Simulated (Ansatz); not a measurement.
# 1T-NiSTe bilayer (AB) in a perpendicular field

Aim: how the 1T-NiSTe bilayer (AB) screens a field along its normal, and what the field does to its bands. A positive field points along +c.

Program: Ansatz 0.2.0. Level of theory: plane-wave DFT, PBE-D3(BJ), Ansatz PAW. Results are calculated unless marked as measured.

Report form: the programs' logs are mostly left out.

## 1. Starting point

The cell holds 6 atoms: 2 Te, 2 Ni and 2 S. Its edges and angles: a = 3.565 Å, b = 3.565 Å, c = 46.633 Å, α = 90.0°, β = 90.0°, γ = 120.0°. Regions: layer 1: 1T-NiSTe, 3 atoms (1 Te, 1 Ni and 1 S); layer 2: 1T-NiSTe, 3 atoms (1 Te, 1 Ni and 1 S). Vacuum lies along c.

## 2. Relaxation

The starting cell is a guess, so the in-plane lattice and the atoms are relaxed first, with the slab cut off from its images along the normal.

File input.yaml:

```yaml
crystal:
  lattice:
    - [3.565, 0.0, 0.0]
    - [-1.7825, 3.0873805645, 0.0]
    - [0.0, 0.0, 46.6328811052]
  atoms:
    - { symbol: Te, position: [0.6666666667, 0.3333333333, 0.4160154711] }
    - { symbol: Ni, position: [0.0, 0.0, 0.4470453651] }
    - { symbol: S, position: [0.3333333333, 0.6666666667, 0.4662255481] }
    - { symbol: Te, position: [0.0, 0.0, 0.5337744519] }
    - { symbol: Ni, position: [0.3333333333, 0.6666666667, 0.564804346] }
    - { symbol: S, position: [0.6666666667, 0.3333333333, 0.5839845289] }
  periodic: [true, true, false]
kpoints:
  mp_grid: { grid: [12, 12, 1] }
hamiltonian:
  xc: pbe
  dispersion: d3bj
scf:
  occupations: { method: fermi_dirac, width: 0.05 }
  convergence: { dr2_threshold: 1.0e-09 }
relax:
  f_tol: 0.004
  max_steps: 90
  cell: {}
output:
  write_potential: true
  write_density: true
  volumetric_format: npy
```

Started as:

```bash
ansatz run input.yaml --threads 4 --pin off --max-ram 6144MiB --backend cpu --events-out ev --progress --plain --runs-dir out
```

It took 92 s on 4 threads of Intel Xeon Platinum 8488C (Sapphire Rapids), shared host; peak memory 1.1 GiB; 5.9 min of CPU time.

This run has no spin polarisation, although Ni can carry a moment.

Step by step:

```tsv
step	energy less that of the first step (eV)	largest force component (eV/Å)	volume (Å³)
1	0.0000	1.5272	513.27
2	-0.2646	0.3134	502.53
3	-0.2549	0.3585	494.95
4	-0.2944	0.2197	487.42
5	-0.2993	0.0850	488.21
6	-0.3005	0.0209	486.72
7	-0.3007	0.0109	485.83
8	-0.3007	0.0019	485.83
9*	-0.2994	0.0020	485.83
```

Relaxation steps marked * repeat the geometry before them on a plane-wave basis chosen anew for their cell, so energy and pressure can jump there. Relaxation step 3 was tried and not accepted.

The run keeps the 6 symmetry operations that it works with, so distortions that break them were not tested.

```tsv
cell as run	before	after	change
a (Å)	3.565	3.468	-2.7 %
b (Å)	3.565	3.468	-2.7 %
```

The atoms that moved most (Å, along periodic axes as changes of fractional coordinates times the final cell, across vacuum about the mean position):

```tsv
atom	dx	dy	dz	length
S3	0.000	0.000	0.287	0.287
Te4	0.000	0.000	-0.250	0.250
Ni5	0.000	0.000	-0.107	0.107
Ni2	0.000	0.000	0.086	0.086
Te1	0.000	0.000	-0.061	0.061
S6	0.000	0.000	0.046	0.046
```

The relaxed structure:

```xyz
6
Lattice="3.4684 0.0000 0.0000 -1.7342 3.0037 0.0000 0.0000 0.0000 46.6329" Properties=species:S:1:pos:R:3
Te    1.7342    1.0012   19.3387
Ni    0.0000    0.0000   20.9326
S     0.0000    2.0025   22.0286
Te    0.0000    0.0000   24.6411
Ni    0.0000    2.0025   26.2315
S     1.7342    1.0012   27.2786
```

Numbers from this step:

```yaml
energy_at_zero_smearing: -27446.5407 eV
```

The lattice constant a goes from 3.565 to 3.468 Å.

## 3. Atoms held, field 0

A sawtooth potential applies the field, turning back in the middle of the vacuum. With the dipole correction the typed value is the field outside the slab. The induced dipole is small, so the SCF threshold is tight.

The cell differs from the one that the last finished run ended in (c 46.633 → 25.940 Å).

File input.yaml:

```yaml
crystal:
  lattice:
    - [3.4684108246, 0.0, 0.0]
    - [-1.7342054123, 3.0037318848, 0.0]
    - [0.0, 0.0, 25.9399089895]
  atoms:
    - { symbol: Te, position: [0.6666666667, 0.3333333333, 0.3469557277] }
    - { symbol: Ni, position: [0.0, 0.0, 0.4084011694] }
    - { symbol: S, position: [0.3333333333, 0.6666666667, 0.4506537247] }
    - { symbol: Te, position: [0.0, 0.0, 0.5513660796] }
    - { symbol: Ni, position: [0.3333333333, 0.6666666667, 0.6126779943] }
    - { symbol: S, position: [0.6666666667, 0.3333333333, 0.6530442723] }
kpoints:
  mp_grid: { grid: [18, 18, 1] }
  band_path:
    path: [[0, 0, 0], [0.5, 0, 0], [0.33333333, 0.33333333, 0], [0, 0, 0]]
    npoints: 16
hamiltonian:
  xc: pbe
  dispersion: d3bj
scf:
  occupations: { method: fermi_dirac, width: 0.05 }
  convergence: { dr2_threshold: 1.0e-10 }
efield:
  axis: 3
  dipole_correction: true
  ramp_position: 0.97
  ramp_width: 0.06
  amplitude: 0
output:
  dos: { projected: true, e_range: [-6, 5] }
  bader: true
  write_potential: true
  write_density: true
  volumetric_format: npy
  elf: true
```

It took 25 s on 4 threads; peak memory 1 GiB.

Numbers from this step:

```yaml
energy_at_zero_smearing: -27446.5461 eV
work_function_upper_face: 5.749 eV
work_function_lower_face: 4.284 eV
dipole_along_the_normal: -0.08433 e·Å
step_between_the_vacuum_levels: 1.465 eV
```

Running mean over a fixed 2.7 Å (it still follows the layers) of the planar mean; the ramp of the sawtooth is left out. Table of electron's electrostatic potential energy less the Fermi level by z:

```tsv
z (Å)	electron's electrostatic potential energy less the Fermi level (eV)
3.5	4.28
4.0	4.28
4.5	4.28
5.0	4.28
5.5	4.26
6.0	4.18
6.5	3.89
7.0	2.81
7.5	1.49
8.0	0.464
8.5	-1.21
9.0	-3.15
9.5	-5.16
10.0	-6.16
10.5	-7.19
11.0	-7.20
11.5	-5.80
12.0	-3.89
12.5	-2.69
13.0	-1.55
13.5	-1.05
14.0	-2.03
14.5	-4.04
15.0	-5.72
15.5	-6.67
16.0	-7.47
16.5	-6.51
17.0	-4.43
17.5	-1.57
18.0	1.23
18.5	3.54
19.0	5.15
19.5	5.62
20.0	5.72
20.5	5.74
21.0	5.75
21.5	5.75
22.0	5.75
22.5	5.75
```

The density of states has structure finer than the step of the table below, so its rows give means over 0.2 eV, whole bins alone (the curve runs from -6 to 1.99 eV). Peaks (eV: height): -4.95: 13.4, -4.07: 13.3, -3.90: 18.5, -3.82: 22.1, -2.77: 15.3, -1.97: 21.8, -1.89: 23.4.

Density of states against energy, zero at the Fermi level; means over each step:

energy (eV), density of states (states/eV a cell) and a bar from the least value:
```
     -5.8        3.1 ###
     -5.6        3.9 #####
     -5.4        5.7 ##########
     -5.2        3.6 ####
     -5.0        5.7 ##########
     -4.8        4.2 ######
     -4.6        4.1 #####
     -4.4        3.0 ##
     -4.2        3.7 ####
     -4.0       11.0 ########################
     -3.8       13.0 ##############################
     -3.6        4.2 ######
     -3.4        4.3 ######
     -3.2        2.7 #
     -3.0        4.4 ######
     -2.8        9.1 ###################
     -2.6        8.3 #################
     -2.4        9.9 #####################
     -2.2        7.4 ##############
     -2.0       11.7 ##########################
     -1.8       11.9 ###########################
     -1.6        7.5 ###############
     -1.4        5.9 ##########
     -1.2        6.4 ############
     -1.0        5.1 ########
     -0.8        3.6 ####
     -0.6        2.9 ##
     -0.4        4.0 #####
     -0.2        3.9 #####
      0.0        3.4 ####
      0.2        4.5 #######
      0.4        4.1 #####
      0.6        3.3 ###
      0.8        3.2 ###
      1.0        5.3 #########
      1.2        3.2 ###
      1.4        4.6 #######
      1.6        6.1 ###########
      1.8        2.2
```

Projected DOS per atom over height of the atomic layer and energy from the Fermi level. Layers: Te Ni S Te Ni S from below.

Ten even steps from '_' (0.16 states/eV) to '@' (4.77 states/eV), each cell a mean:
```
______..____
..__..--....
........____
..__________
......____..
__________..
____..__....
________....
__::....::..
..--..__--__
__@@____@@__
..##__..++__
..**__..**__
..--__..--..
__..____..__
__::..__--::
..++--..==--
________....
..__..____..
..__....__..
..__::::__..
____....____
```
Columns: height of the atomic layer (Å) from 9 to 16.9 (not evenly spaced); rows upwards: energy from the Fermi level (eV) from -5.96 to 1.96.

Electronic bands along the path, in eV, zero at the Fermi level:

```tsv
point	band 37	band 38	band 39	band 40	band 41	band 42	band 43	band 44
Γ	0.20	0.46	0.56	0.56	2.25	2.25	2.35	2.35
halfway	-0.85	-0.70	-0.43	-0.38	0.17	1.14	1.50	1.93
M	-1.83	-1.66	-1.64	-1.35	0.53	1.17	1.38	1.73
halfway	-1.87	-1.74	-1.29	-1.08	-0.09	0.27	0.95	1.46
K	-1.71	-1.54	-1.40	-1.30	-0.37	-0.31	1.00	1.21
halfway	-1.38	-1.24	-0.47	-0.22	0.17	0.67	0.82	1.57
Γ	0.20	0.46	0.56	0.56	2.25	2.25	2.35	2.35
```

Electrostatic potential energy in the ca plane at fractional y = 0.000, with atoms of Ni and Te within 0.2 Å of it. With pseudopotentials it is smooth inside the atoms' cores, unlike the true potential.

Ten even steps from '0' (-27 eV) to '9' (7 eV), each cell a mean:
```
99999999999999999999882000289986399954899999
99999999999999999988886212689998435436899999
99999999999999999887778777888999754568888889
99999999999999999864468888878899988888777778
99999999999999999864357898777899988888777778
99999999999999999876578888888999877788888888
99999999999999999988787545789998632247888999
99999999999999999999884000489997369835899999
99999999999999999999971000179986399963799999
```
Columns run along c (16.0 Å, from fractional 0.07 to 0.69 of the cell; values clipped at the 3rd and 97th percentile), rows up along a (3.5 Å). Atoms in or near the plane, at fractional coordinates: Ni at (0.41, 0.00), Te at (0.55, 0.00).

Valence density in the ca plane at fractional y = 0.000, with atoms of Ni and Te within 0.2 Å of it. It is the smooth field of the valence electrons, not physical close to the nuclei.

Ten steps, logarithmic in the rise over the least value, from '0' (0 e/Å³) to '9' (45 e/Å³), each cell a mean:
```
00000000000000000000013787300001257641000000
00000000000000000000011343100000134321000000
00000000000000000001111111110000011111011100
00000000000000000011111001111000000000111111
00000000000000000011111001111000000000111111
00000000000000000011111001111000001111111110
00000000000000000000111121110000112211000000
00000000000000000000012565200001245531000000
00000000000000000000013898310001267741000000
```
Columns run along c (16.0 Å, from fractional 0.07 to 0.69 of the cell), rows up along a (3.5 Å). Atoms in or near the plane, at fractional coordinates: Ni at (0.41, 0.00), Te at (0.55, 0.00).

ELF in the ca plane at fractional y = 0.000, with atoms of Ni and Te within 0.2 Å of it. It is the smooth field of the valence electrons, not physical close to the nuclei.

Values, 5 rows by 16 columns, each cell a mean:
```
0.00 0.00 0.00 0.00 0.00 0.03 0.15 0.28 0.31 0.26 0.14 0.47 0.21 0.39 0.15 0.10
0.00 0.00 0.00 0.00 0.02 0.21 0.54 0.51 0.27 0.40 0.46 0.28 0.49 0.39 0.30 0.57
0.00 0.00 0.00 0.00 0.03 0.33 0.65 0.49 0.31 0.55 0.63 0.15 0.30 0.24 0.36 0.76
0.00 0.00 0.00 0.00 0.01 0.14 0.44 0.48 0.25 0.31 0.35 0.35 0.49 0.43 0.26 0.42
0.00 0.00 0.00 0.00 0.00 0.02 0.09 0.21 0.38 0.31 0.11 0.48 0.12 0.35 0.13 0.05
```
Columns run along c (16.0 Å, from fractional 0.07 to 0.69 of the cell), rows up along a (3.5 Å). Atoms in or near the plane, at fractional coordinates: Ni at (0.41, 0.00), Te at (0.55, 0.00).

The work function of the upper face is 5.75 eV.

## 4. Atoms held, field 0.1 V/Å

input.yaml, as its differences from that of step 3:

```diff
@@ -28,6 +28,4 @@
   ramp_width: 0.06
-  amplitude: 0
+  amplitude: 0.1
 output:
-  dos: { projected: true, e_range: [-6, 5] }
-  bader: true
   write_potential: true
@@ -35,2 +33 @@
   volumetric_format: npy
-  elf: true
```

Run time: 18 s. Hardware: 4 threads; peak memory 0.94 GiB; 68 s of CPU time.

The dipole is -0.0241 e·Å, 0.0603 e·Å from its value without field.

## 5. Atoms held, field -0.1 V/Å

input.yaml, as its differences from that of step 4:

```diff
@@ -28,3 +28,3 @@
   ramp_width: 0.06
-  amplitude: 0.1
+  amplitude: -0.1
 output:
```

Elapsed: 17 s, on 4 threads; peak memory 0.95 GiB.

The dipole is -0.145 e·Å, -0.0602 e·Å from its value without field.

## 6. Single point, field 0.5 V/Å

input.yaml, as its differences from that of step 5:

```diff
@@ -28,3 +28,3 @@
   ramp_width: 0.06
-  amplitude: -0.1
+  amplitude: 0.5
 output:
```

The job ended after 19 s (4 threads; peak memory 0.93 GiB).

The dipole is 0.218 e·Å, 0.302 e·Å from its value without field.

## 7. Atoms held, field -0.3 V/Å

input.yaml, as its differences from that of step 6:

```diff
@@ -28,4 +28,6 @@
   ramp_width: 0.06
-  amplitude: 0.5
+  amplitude: -0.3
 output:
+  dos: { projected: true, e_range: [-6, 5] }
+  bader: true
   write_potential: true
@@ -33 +35,2 @@
   volumetric_format: npy
+  elf: true
```

Elapsed: 27 s, on 4 threads; peak memory 0.96 GiB; 1.8 min of CPU time.

The dipole is -0.265 e·Å, -0.181 e·Å from its value without field.

## 8. Response, atoms held

This step: plane-wave DFT, PBE-D3(BJ), Ansatz PAW; response to a field along the normal, atoms held (Ansatz 0.2.0).

The dipoles give the slope, and the difference of two potentials shows where the field is screened.

This step gave:

```yaml
equivalent_conductor_thickness_p_eps_0ae: 10.46 Å
distance_between_the_outer_atoms: 7.940 Å
```

Dipole of the cell against applied field:

```tsv
applied field (V/Å)	dipole of the cell (e·Å)
-0.300	-0.265
-0.100	-0.145
0.000	-0.0843
0.100	-0.0241
0.500	0.218
```

Local field over the applied field, running mean. From the potentials at -0.1 and 0.1 V/Å; running mean over 2.5 Å. The local field over applied field by z:

z (Å), local field over applied field and a bar from the least value:
```
      4.5      0.996 ##############################
      5.0      0.989 ##############################
      5.5      0.970 #############################
      6.0      0.928 ############################
      6.5      0.840 #########################
      7.0      0.694 #####################
      7.5      0.520 ################
      8.0      0.344 ##########
      8.5      0.186 ######
      9.0      0.074 ##
      9.5      0.024 #
     10.0      0.008 
     10.5      0.002 
     11.0      0.004 
     11.5      0.005 
     12.0      0.001 
     12.5     -0.001 
     13.0     -0.001 
     13.5     -0.002 
     14.0     -0.001 
     14.5     -0.001 
     15.0     -0.001 
     15.5      0.006 
     16.0      0.024 #
     16.5      0.067 ##
     17.0      0.171 #####
     17.5      0.328 ##########
     18.0      0.504 ###############
     18.5      0.679 ####################
     19.0      0.834 #########################
     19.5      0.930 ############################
     20.0      0.974 #############################
     20.5      0.991 ##############################
     21.0      0.997 ##############################
     21.5      0.999 ##############################
```

The induced electron density oscillates, so the rows of the table below give means over windows of 1 Å about each position, cut where the curve ends. Its maxima inside the range that stand out by 2 % of the span (Å: e/Å³ per V/Å): 7.8: 0.00350, 11.1: 1.9e-4, 12.4: 1.9e-4, 15.6: 4.0e-4, 16.1: 2.5e-5, 17.0: -2.8e-4. Its minima: 10.2: -3.9e-4, 11.7: -1.6e-4, 13.4: -1.2e-4, 15.9: -5.5e-4, 16.6: -9.1e-4, 17.9: -0.00385.

Electrons, planar mean, per unit field. Induced electron density against z; means over each step:

```tsv
z (Å)	induced electron density (e/Å³ per V/Å)
5	6.3e-5
6	4.1e-4
7	0.00196
8	0.00262
9	4.7e-4
10	-8.1e-5
11	6.6e-5
12	2.8e-5
13	-2.1e-5
14	-4.2e-6
15	2.9e-5
16	-2.1e-4
17	-9.4e-4
18	-0.00322
19	-0.00102
20	-1.4e-4
21	-1.6e-5
```

By hand: between -0.1 and 0.1 V/Å the dipole changes by 0.1205 e·Å, a slope of 0.6023 e·Å²/V. A perfect conductor of thickness t has p = ε₀AEt, so t = 180.95 × 0.6023 / 10.418 = 10.46 Å (e/ε₀ = 180.95 V·Å, A in Å²).

The induced dipole is that of a conductor 10.46 Å thick.

## 9. A changed input

This step: plane-wave DFT, PBE-D3(BJ), Ansatz PAW (Ansatz 0.2.0).

A run with a changed input: it repeats the earlier run at 0.1 V/Å with scf.mixing.preconditioner to resta, scf.occupations.width from 0.05 removed and scf.occupations.method from fermi_dirac to tetrahedron.

input.yaml, as its differences from that of step 7:

```diff
@@ -21,4 +21,5 @@
 scf:
-  occupations: { method: fermi_dirac, width: 0.05 }
+  occupations: { method: tetrahedron }
   convergence: { dr2_threshold: 1.0e-10 }
+  mixing: { preconditioner: resta }
 efield:
@@ -28,6 +29,4 @@
   ramp_width: 0.06
-  amplitude: -0.3
+  amplitude: 0.1
 output:
-  dos: { projected: true, e_range: [-6, 5] }
-  bader: true
   write_potential: true
@@ -35,2 +34 @@
   volumetric_format: npy
-  elf: true
```

It took 30 s on 4 threads; peak memory 0.94 GiB; 2 min of CPU time.

Numbers from this step:

| Property | Result |
| --- | --- |
| dipole along the normal | -0.02564 e·Å |

Electronic bands along the path, in eV, zero at the Fermi level:

```tsv
point	band 37	band 38	band 39	band 40	band 41	band 42	band 43	band 44
Γ	0.19	0.45	0.57	0.57	2.23	2.23	2.35	2.35
halfway	-0.86	-0.71	-0.43	-0.38	0.16	1.14	1.49	1.93
M	-1.83	-1.66	-1.64	-1.34	0.52	1.16	1.38	1.72
halfway	-1.88	-1.75	-1.30	-1.07	-0.09	0.26	0.94	1.45
K	-1.73	-1.54	-1.41	-1.30	-0.39	-0.30	0.99	1.21
halfway	-1.39	-1.24	-0.48	-0.22	0.16	0.66	0.82	1.57
Γ	0.19	0.45	0.57	0.57	2.23	2.23	2.35	2.35
```

```tsv
quantity	this run	earlier run	difference
dipole along the normal (e·Å)	-0.02564	-0.02408	-0.0016
```

It moves by -0.00156 e·Å.

Of the bands kept, 7 cross the Fermi level on this path.

## 10. A changed input: scf.n_extra_bands = 2

Another changed input: it repeats the earlier run at 0.1 V/Å with scf.n_extra_bands to 2.

input.yaml, as its differences from that of step 9:

```diff
@@ -21,5 +21,5 @@
 scf:
-  occupations: { method: tetrahedron }
+  occupations: { method: fermi_dirac, width: 0.05 }
   convergence: { dr2_threshold: 1.0e-10 }
-  mixing: { preconditioner: resta }
+  n_extra_bands: 2
 efield:
```

It took 14 s on 4 threads; peak memory 0.91 GiB.

Numbers from this step:

- energy at zero smearing: -27446.5407 eV
- dipole along the normal: -0.02408 e·Å

The electronic bands at the labelled points (eV, zero at the Fermi level):

```tsv
point	band 37	band 38	band 39	band 40	band 41	band 42
Γ	0.20	0.46	0.57	0.57	2.24	2.24
halfway	-0.85	-0.70	-0.43	-0.38	0.17	1.14
M	-1.83	-1.66	-1.64	-1.34	0.53	1.17
halfway	-1.87	-1.74	-1.29	-1.08	-0.09	0.27
K	-1.71	-1.54	-1.40	-1.30	-0.38	-0.30
halfway	-1.38	-1.24	-0.47	-0.22	0.16	0.66
Γ	0.20	0.46	0.57	0.57	2.24	2.24
```

```tsv
quantity	this run	earlier run	difference
dipole along the normal (e·Å)	-0.02408	-0.02408	2.1e-6
```

The dipole moves by under 0.5 % or 5e-5 e·Å.

Of the bands kept, 7 cross the Fermi level on this path.

## 11. Results

- gap without field: none
- work function, upper face: 5.75 eV
- step between the vacuum levels: 1.46 eV
- equivalent conductor thickness, atoms held: 10.5 Å

In words: The induced dipole equals that of a perfect conductor 10.46 Å thick, while the outer atoms lie 7.94 Å apart. The two faces differ: the vacuum level above lies 1.46 eV higher than the one below. There is no gap over 0.03 eV, with or without the field. The main runs have no spin polarisation; a magnetic state could lie lower and would change these results. Spin-orbit coupling is left out, which matters for the bands of elements this heavy.

[Logs are printed without paths, hosts, clocks, repeated set-up lines and the standing remarks that a program may print on its own settings, such as how far it seeks lower states.]

[Hosts, paths, dates, database ids (printed as entryN), source tags and the programs' standing remarks are cut or masked in the printed files.]

[Maps of the electrostatic potential energy from Ansatz leave out the sawtooth potential of an applied field or a dipole correction, so their vacuum need not be flat; planar profiles and work functions include it.]

[The density of states shown here was stored with 400 of the rows of the run's finer table, so its peaks can read low, often by over a quarter, or be missed, and its means over a window can be off by a tenth or more.]
